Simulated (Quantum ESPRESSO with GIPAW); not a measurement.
# Octahedral tilting in KMgF3 seen by 39K: the anisotropy

Starting from the cubic perovskite, neighbouring octahedra are turned by θ about [001] in opposite senses, in all three directions (tilt system a⁰a⁰c⁻). The cell and the cations are held, so the in-plane bonds lengthen as 1/cos θ. GIPAW with PBEsol and plane-wave PAW files from pslibrary 1.0.0 recipes (Mg spnl, K spn, F n), cutoffs 65 and 390 Ry, a 5×5×5 mesh in every shielding run (Quantum ESPRESSO with GIPAW, a patched development version), without spin-orbit coupling. The atoms are held where the series puts them. The cells were built for this series from an entry of the Crystallography Open Database, taken as a prototype, and need not be stable phases. σ∥ is along the axis of the site, [001].

One member of the series, KMgF3 (I4/mcm) at 6 °, as used in the shielding run:

```
Mg K F
1.0
     0.00000    3.99000    3.99000
     3.99000    0.00000    3.99000
     3.99000    3.99000    0.00000
Mg K F
2 2 6
Direct
  0.00000 0.00000 0.00000
  0.50000 0.50000 0.50000
  0.25000 0.25000 0.25000
  0.75000 0.75000 0.75000
  0.77628 0.22372 0.27628
  0.27628 0.72372 0.22372
  0.25000 0.25000 0.75000
  0.22372 0.77628 0.72372
  0.72372 0.27628 0.77628
  0.75000 0.75000 0.25000
```

| angle θ (°) | θ² (deg²) | mean bond at K (Å) | σ∥ − σ⊥ of K (ppm) |
| --- | --- | --- | --- |
| 0 | 0.00 | 2.8214 | 0.00 |
| 1.5 | 2.25 | 2.8215 | 0.37 |
| 3 | 9.00 | 2.8220 | 1.51 |
| 4.5 | 20.25 | 2.8228 | 3.41 |
| 6 | 36.00 | 2.8240 | 6.08 |
| 7.5 | 56.25 | 2.8254 | 9.56 |
| 9 | 81.00 | 2.8273 | ? |
| 10.5 | 110.25 | 2.8295 | 18.98 |
| 12 | 144.00 | 2.8321 | 25.04 |

**Task.** Fit σ∥ − σ⊥ of K against x, the square of the angle in deg²; judge whether a straight line is enough, and predict the withheld row (x = 81.00 deg²).

1. The 8 known rows give Σx = 378.00, Σy = 64.95, Σx² = 37847.2500 and Σxy = 6538.4100.

2. Slope b = (nΣxy − ΣxΣy)/(nΣx² − (Σx)²) = 0.17359 and intercept a = (Σy − bΣx)/n = -0.0834309 ppm.

3. Residuals y − a − bx, in the order of the table: +0.08, +0.06, +0.03, -0.02, -0.09, -0.12, -0.07, +0.13 ppm; r.m.s. 0.084 ppm, R² = 1.000. Their r.m.s. is under 0.5 % of the range, so a line is enough, whatever slight bend remains.

4. At x = 81.00 deg², inside the fitted range, the line gives 13.98 ppm.

5. The run gives 13.84 ppm. The line misses by +0.14 ppm; that is within twice the r.m.s. of the fit.

On the line the σ∥ − σ⊥ of K rises by 1.7 ppm for 10 deg² of θ². Turning by −θ gives the same structure shifted by one cell, so a mean over an element is even in θ: hence the fit against θ². At x = 0 the site is cubic and the anisotropy vanishes, which a free intercept need not respect. The tensors are without the macroscopic shape term.

[Logs are printed without paths, hosts, clocks, repeated set-up lines and the standing remarks that a program may print on its own settings, such as how far it seeks lower states.]

[Hosts, paths, dates, database ids (printed as entryN), source tags and the programs' standing remarks are cut or masked in the printed files.]
